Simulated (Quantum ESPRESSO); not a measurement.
**Ruthenium (P6_3/mmc): zone-centre phonons**

Which modes does Ruthenium (P6_3/mmc) have at the zone centre?

Method: DFT LDA, scalar-relativistic, plane waves, PseudoDojo norm-conserving pseudopotentials, in Quantum ESPRESSO 7.5.

### 1. The starting structure

The structure is hexagonal, space group P6_3/mmc (No. 194). Conventional cell: a = 2.706 Å, b = 2.706 Å, c = 4.282 Å, α = 90.00°, β = 90.00°, γ = 120.00°. Ru has 12 Ru at 2.65 to 2.71 Å nearest.

As a file:

```
CELL_PARAMETERS angstrom
2.70580 0.00000 0.00000
-1.35290 2.34329 0.00000
0.00000 0.00000 4.28190
ATOMIC_POSITIONS crystal
Ru 0.33333 0.66667 0.25000
Ru 0.66667 0.33333 0.75000
```

### 2. A first look

A cheap run with smearing and empty bands tells whether the crystal has a gap, which decides between fixed occupations and smearing later on.

probe.in reads:

```
 &control
    calculation='scf',
    prefix='x',
    outdir='./tmp',
    pseudo_dir='./pseudo',
    tprnfor=.true.,
    tstress=.true.,
    verbosity='high',
 /
 &system
    ibrav=4,
    celldm(1)=5.11322095,
    celldm(3)=1.58248947,
    nat=2,
    ntyp=1,
    ecutwfc=88.0,
    occupations='smearing',
    smearing='gaussian',
    degauss=0.01,
 /
 &electrons
    conv_thr=1.0d-07,
    mixing_beta=0.7,
    electron_maxstep=100,
 /
ATOMIC_SPECIES
 Ru    101.0700  Ru.upf
ATOMIC_POSITIONS crystal
 Ru     0.333333333   0.666666667   0.250000000
 Ru     0.666666667   0.333333333   0.750000000
K_POINTS automatic
 9 9 4 0 0 0
```

Command:

```sh
$ OMP_NUM_THREADS=1 mpirun -n 4 pw.x -nk 4 -in probe.in > probe.out
```

Log:

```text
[banners, grids, parts of the stress and lines that vanish by symmetry left out]
Program PWSCF v.7.5
     bravais-lattice index     =            4
     lattice parameter (alat)  =       5.1132  a.u.
[...]
kinetic-energy cutoff     =      88.0000  Ry
     charge density cutoff     =     352.0000  Ry
     scf convergence threshold =      1.0E-07
[...]
Exchange-correlation= SLA  PW   NOGX NOGC
                           (   1   4   0   0   0   0   0)
[...]
24 Sym. Ops., with inversion, found (12 have fractional translation)
[...]
(     0          1          0      )
                  (     0          0          1      )
[...]
(  0.0000000  1.0000000  0.0000000 )
                  (  0.0000000  0.0000000  1.0000000 )
[...]
(     0         -1          0      )       (  0.0000000 )
[...]
(  0.0000000  0.0000000  1.0000000 )
[...]
(    -1          0          0      )
                  (     0          0          1      )
[...]
( -0.8660254 -0.5000000  0.0000000 )
                  (  0.0000000  0.0000000  1.0000000 )
[...]
number of k points=    36  Gaussian smearing, width (Ry)=  0.0100
[...]
End of self-consistent calculation
[...]
the Fermi energy is    23.5656 ev
!    total energy              =    -404.52623406 Ry
[...]
convergence has been achieved in   7 iterations
[...]
atom    1 type  1   force =    -0.00000000    0.00000000    0.00000000
     atom    2 type  1   force =     0.00000000    0.00000000    0.00000000
[...]
Total force =     0.000000     Total SCF correction =     0.000000
[...]
total   stress  (Ry/bohr**3)                   (kbar)     P=     -113.26
[...]
XML data file, charge density, pseudopotentials, collected wavefunctions

   JOB DONE.
```

Run time: 4.8 s. Hardware: 4 MPI ranks of Intel Xeon Platinum 8488C (Sapphire Rapids), shared host.

Numbers from this step:

```yaml
volume_per_atom: 13.57 Å³
pressure: -11.33 GPa
gap_on_the_k_mesh: 0 eV
```

No gap opens on this mesh, so smearing is kept; the start stands at -11 GPa.

### 3. Relaxing the cell and atoms

The relaxation runs at a cutoff a fifth above that of the response, since stress converges more slowly with the basis than frequencies do. Forces and stress are brought to rest with tight thresholds.

relax.in reads:

```
 &control
    calculation='vc-relax',
    prefix='x',
    outdir='./tmp',
    pseudo_dir='./pseudo',
    tprnfor=.true.,
    tstress=.true.,
    forc_conv_thr=2.0d-05,
    etot_conv_thr=1.0d-07,
    nstep=40,
 /
 &system
    ibrav=4,
    celldm(1)=5.11322095,
    celldm(3)=1.58248947,
    nat=2,
    ntyp=1,
    ecutwfc=106,
    occupations='smearing',
    smearing='mv',
    degauss=0.02,
 /
 &electrons
    conv_thr=1.0d-11,
    mixing_beta=0.7,
    electron_maxstep=100,
 /
 &ions
 /
 &cell
    press_conv_thr=0.2,
 /
ATOMIC_SPECIES
 Ru    101.0700  Ru.upf
ATOMIC_POSITIONS crystal
 Ru     0.333333333   0.666666667   0.250000000
 Ru     0.666666667   0.333333333   0.750000000
K_POINTS automatic
 15 15 8 0 0 0
```

Command:

```sh
$ OMP_NUM_THREADS=1 mpirun -n 4 pw.x -nk 4 -in relax.in > relax.out
```

Log:

```text
[banners, grids, parts of the stress and lines that vanish by symmetry left out]
[banner, memory and clock lines left out]
Program PWSCF v.7.5

[...]
kinetic-energy cutoff     =     106.0000  Ry
     charge density cutoff     =     424.0000  Ry
     scf convergence threshold =      1.0E-11
[...]
energy convergence thresh.=      1.0E-07
     force convergence thresh. =      2.0E-05
     press convergence thresh. =      2.0E-01
     Exchange-correlation= SLA  PW   NOGX NOGC
                           (   1   4   0   0   0   0   0)
[...]
24 Sym. Ops., with inversion, found (12 have fractional translation)
[...]
number of k points=   135  Marzari-Vanderbilt smearing, width (Ry)=  0.0200
[...]
End of self-consistent calculation
[...]
the Fermi energy is    23.4083 ev
!    total energy              =    -404.52668165 Ry
[...]
convergence has been achieved in   9 iterations
[...]
atom    1 type  1   force =     0.00000000   -0.00000000    0.00000000
     atom    2 type  1   force =     0.00000000    0.00000000    0.00000000
     Total force =     0.000000     Total SCF correction =     0.000000
[...]
total   stress  (Ry/bohr**3)                   (kbar)     P=     -116.66
[...]
number of bfgs steps    =   0
[...]
CELL_PARAMETERS (alat=  5.11322095)
[...]
ATOMIC_POSITIONS (crystal)
Ru               0.3333333330        0.6666666670        0.2500000000
Ru               0.6666666670        0.3333333330        0.7500000000
[...]
New effective cutoffs (rho, wfc):  441.93  110.69
[...]
End of self-consistent calculation
[...]
the Fermi energy is    25.2059 ev
!    total energy              =    -404.52773644 Ry
[...]
convergence has been achieved in   8 iterations
[...]
atom    1 type  1   force =     0.00000000    0.00000000    0.00000000
     atom    2 type  1   force =    -0.00000000   -0.00000000    0.00000000
     Total force =     0.000000     Total SCF correction =     0.000000
[...]
total   stress  (Ry/bohr**3)                   (kbar)     P=      100.40
[...]
number of bfgs steps    =   1
[...]
CELL_PARAMETERS (alat=  5.11322095)
[...]
ATOMIC_POSITIONS (crystal)
Ru               0.3333333330        0.6666666670        0.2500000000
Ru               0.6666666670        0.3333333330        0.7500000000
[...]
New effective cutoffs (rho, wfc):  433.55  108.54
[...]
End of self-consistent calculation
[...]
the Fermi energy is    24.3749 ev
!    total energy              =    -404.52922704 Ry
[...]
convergence has been achieved in   9 iterations
[...]
atom    1 type  1   force =     0.00000000    0.00000000    0.00000000
     atom    2 type  1   force =     0.00000000    0.00000000    0.00000000
     Total force =     0.000000     Total SCF correction =     0.000000
[...]
total   stress  (Ry/bohr**3)                   (kbar)     P=       -6.20
[...]
number of bfgs steps    =   2
[...]
CELL_PARAMETERS (alat=  5.11322095)
[...]
ATOMIC_POSITIONS (crystal)
[...]
New effective cutoffs (rho, wfc):  434.06  108.67
[...]
End of self-consistent calculation
[...]
the Fermi energy is    24.4232 ev
!    total energy              =    -404.52923341 Ry
[...]
convergence has been achieved in   7 iterations
[...]
atom    1 type  1   force =    -0.00000000   -0.00000000   -0.00000000
     atom    2 type  1   force =     0.00000000    0.00000000    0.00000000
     Total force =     0.000000     Total SCF correction =     0.000000
[...]
total   stress  (Ry/bohr**3)                   (kbar)     P=       -0.30
[...]
number of bfgs steps    =   3
[...]
CELL_PARAMETERS (alat=  5.11322095)
[...]
ATOMIC_POSITIONS (crystal)
[...]
New effective cutoffs (rho, wfc):  434.09  108.68
[...]
End of self-consistent calculation
[...]
the Fermi energy is    24.4256 ev
!    total energy              =    -404.52923342 Ry
[...]
convergence has been achieved in   5 iterations
[...]
atom    1 type  1   force =     0.00000000    0.00000000   -0.00000000
     atom    2 type  1   force =    -0.00000000   -0.00000000    0.00000000
     Total force =     0.000000     Total SCF correction =     0.000000
[...]
total   stress  (Ry/bohr**3)                   (kbar)     P=        0.00
[...]
bfgs converged in   5 scf cycles and   4 bfgs steps
[...]
End of BFGS Geometry Optimization
     Final enthalpy           =    -404.5292334213 Ry
     File ./tmp/x.bfgs deleted, as requested
[...]
CELL_PARAMETERS (alat=  5.11322095)
[...]
ATOMIC_POSITIONS (crystal)
Ru               0.3333333330        0.6666666670        0.2500000000
Ru               0.6666666670        0.3333333330        0.7500000000
[...]
Final scf calculation at the relaxed structure.
[...]
kinetic-energy cutoff     =     106.0000  Ry
     charge density cutoff     =     424.0000  Ry
     scf convergence threshold =      1.0E-13
[...]
press convergence thresh. =      2.0E-01
     Exchange-correlation= SLA  PW   NOGX NOGC
                           (   1   4   0   0   0   0   0)
[...]
24 Sym. Ops., with inversion, found (12 have fractional translation)
[...]
number of k points=   135  Marzari-Vanderbilt smearing, width (Ry)=  0.0200
[...]
c_bands:  1 eigenvalues not converged
[...]
End of self-consistent calculation
[...]
the Fermi energy is    24.4256 ev
!    total energy              =    -404.52922129 Ry
[...]
convergence has been achieved in   9 iterations
[...]
atom    1 type  1   force =     0.00000000    0.00000000    0.00000000
     atom    2 type  1   force =    -0.00000000   -0.00000000   -0.00000000
     Total force =     0.000000     Total SCF correction =     0.000000
[...]
total   stress  (Ry/bohr**3)                   (kbar)     P=       -0.05
[...]
XML data file, charge density, pseudopotentials, collected wavefunctions
```

It took 1.9 min on 4 MPI ranks; 7.7 min of CPU time.

Step by step:

```tsv
step	energy less that of the first step (eV)	largest force (eV/Å)	pressure (GPa)	volume (Å³)
1	0.0000	0.0000	-11.67	27.15
2	-0.0144	0.0000	10.04	25.57
3	-0.0346	0.0000	-0.62	26.27
4	-0.0347	0.0000	-0.03	26.23
5	-0.0347	0.0000	0.00	26.23
6	-0.0346	0.0000	-0.01	26.23
```

```tsv
conventional cell, symmetrised	before	after	change
a (Å)	2.706	2.676	-1.1 %
b (Å)	2.706	2.676	-1.1 %
c (Å)	4.282	4.228	-1.2 %
volume (Å³/atom)	13.57	13.12	-3.4 %
```

The relaxed structure:

```cif
data_structure
_symmetry_space_group_name_H-M 'P 1'
_symmetry_Int_Tables_number 1
_cell_length_a 2.6764
_cell_length_b 2.6764
_cell_length_c 4.2284
_cell_angle_alpha 90.000
_cell_angle_beta 90.000
_cell_angle_gamma 120.000
_cell_volume 26.23
loop_
_atom_site_label
_atom_site_type_symbol
_atom_site_fract_x
_atom_site_fract_y
_atom_site_fract_z
_atom_site_occupancy
Ru1 Ru 0.33333 0.66667 0.25000 1
Ru2 Ru 0.66667 0.33333 0.75000 1
```

The last row of the table of steps is pw.x's closing run on a basis chosen anew for the final cell, so its energy can jump.

Numbers from this step:

| Item | Value |
| --- | --- |
| volume per atom | 13.12 Å³ |
| pressure | -0.004667 GPa |

The volume changes by -3.4 % from the cell with which this run began.

### 4. Self-consistent run for the response

The response is built on this ground state, so it is converged far tighter than an energy would need. Smearing stays on, as the first look found no gap above 0.3 eV.

scf.in reads:

```
 &control
    calculation='scf',
    prefix='x',
    outdir='./tmp',
    pseudo_dir='./pseudo',
    tprnfor=.true.,
    tstress=.true.,
 /
 &system
    ibrav=4,
    celldm(1)=5.05764588,
    celldm(3)=1.57990197,
    nat=2,
    ntyp=1,
    ecutwfc=88.0,
    occupations='smearing',
    smearing='mv',
    degauss=0.02,
 /
 &electrons
    conv_thr=1.0d-12,
    mixing_beta=0.7,
    electron_maxstep=100,
 /
ATOMIC_SPECIES
 Ru    101.0700  Ru.upf
ATOMIC_POSITIONS crystal
 Ru     0.333333333   0.666666667   0.250000000
 Ru     0.666666667   0.333333333   0.750000000
K_POINTS automatic
 16 16 8 0 0 0
```

Command:

```sh
$ OMP_NUM_THREADS=1 mpirun -n 4 pw.x -nk 4 -in scf.in > scf.out
```

Log:

```text
[banners, grids, parts of the stress and lines that vanish by symmetry left out]
[banner, memory and clock lines left out]
Program PWSCF v.7.5

[...]
kinetic-energy cutoff     =      88.0000  Ry
     charge density cutoff     =     352.0000  Ry
     scf convergence threshold =      1.0E-12
[...]
Exchange-correlation= SLA  PW   NOGX NOGC
                           (   1   4   0   0   0   0   0)
[...]
24 Sym. Ops., with inversion, found (12 have fractional translation)
[...]
number of k points=   150  Marzari-Vanderbilt smearing, width (Ry)=  0.0200
[...]
End of self-consistent calculation
[...]
the Fermi energy is    24.4503 ev
!    total energy              =    -404.52914756 Ry
[...]
convergence has been achieved in  10 iterations
[...]
atom    1 type  1   force =     0.00000000    0.00000000    0.00000000
     atom    2 type  1   force =     0.00000000    0.00000000    0.00000000
     Total force =     0.000000     Total SCF correction =     0.000000
[...]
total   stress  (Ry/bohr**3)                   (kbar)     P=       -0.12
[...]
XML data file, charge density, pseudopotentials, collected wavefunctions
```

Wall time 20 s (4 MPI ranks).

This step gave:

| Property | Result |
| --- | --- |
| pressure | -0.01133 GPa |

The cell stands at -0.011 GPa, close enough for phonons.

(Continued in part 2 of 2.)

[Host names and launcher messages were left out of these logs when they were recorded.]

[Logs are printed without paths, hosts, clocks, repeated set-up lines and the standing remarks that a program may print on its own settings, such as how far it seeks lower states.]

[Hosts, paths, dates, database ids (printed as entryN), source tags and the programs' standing remarks are cut or masked in the printed files.]
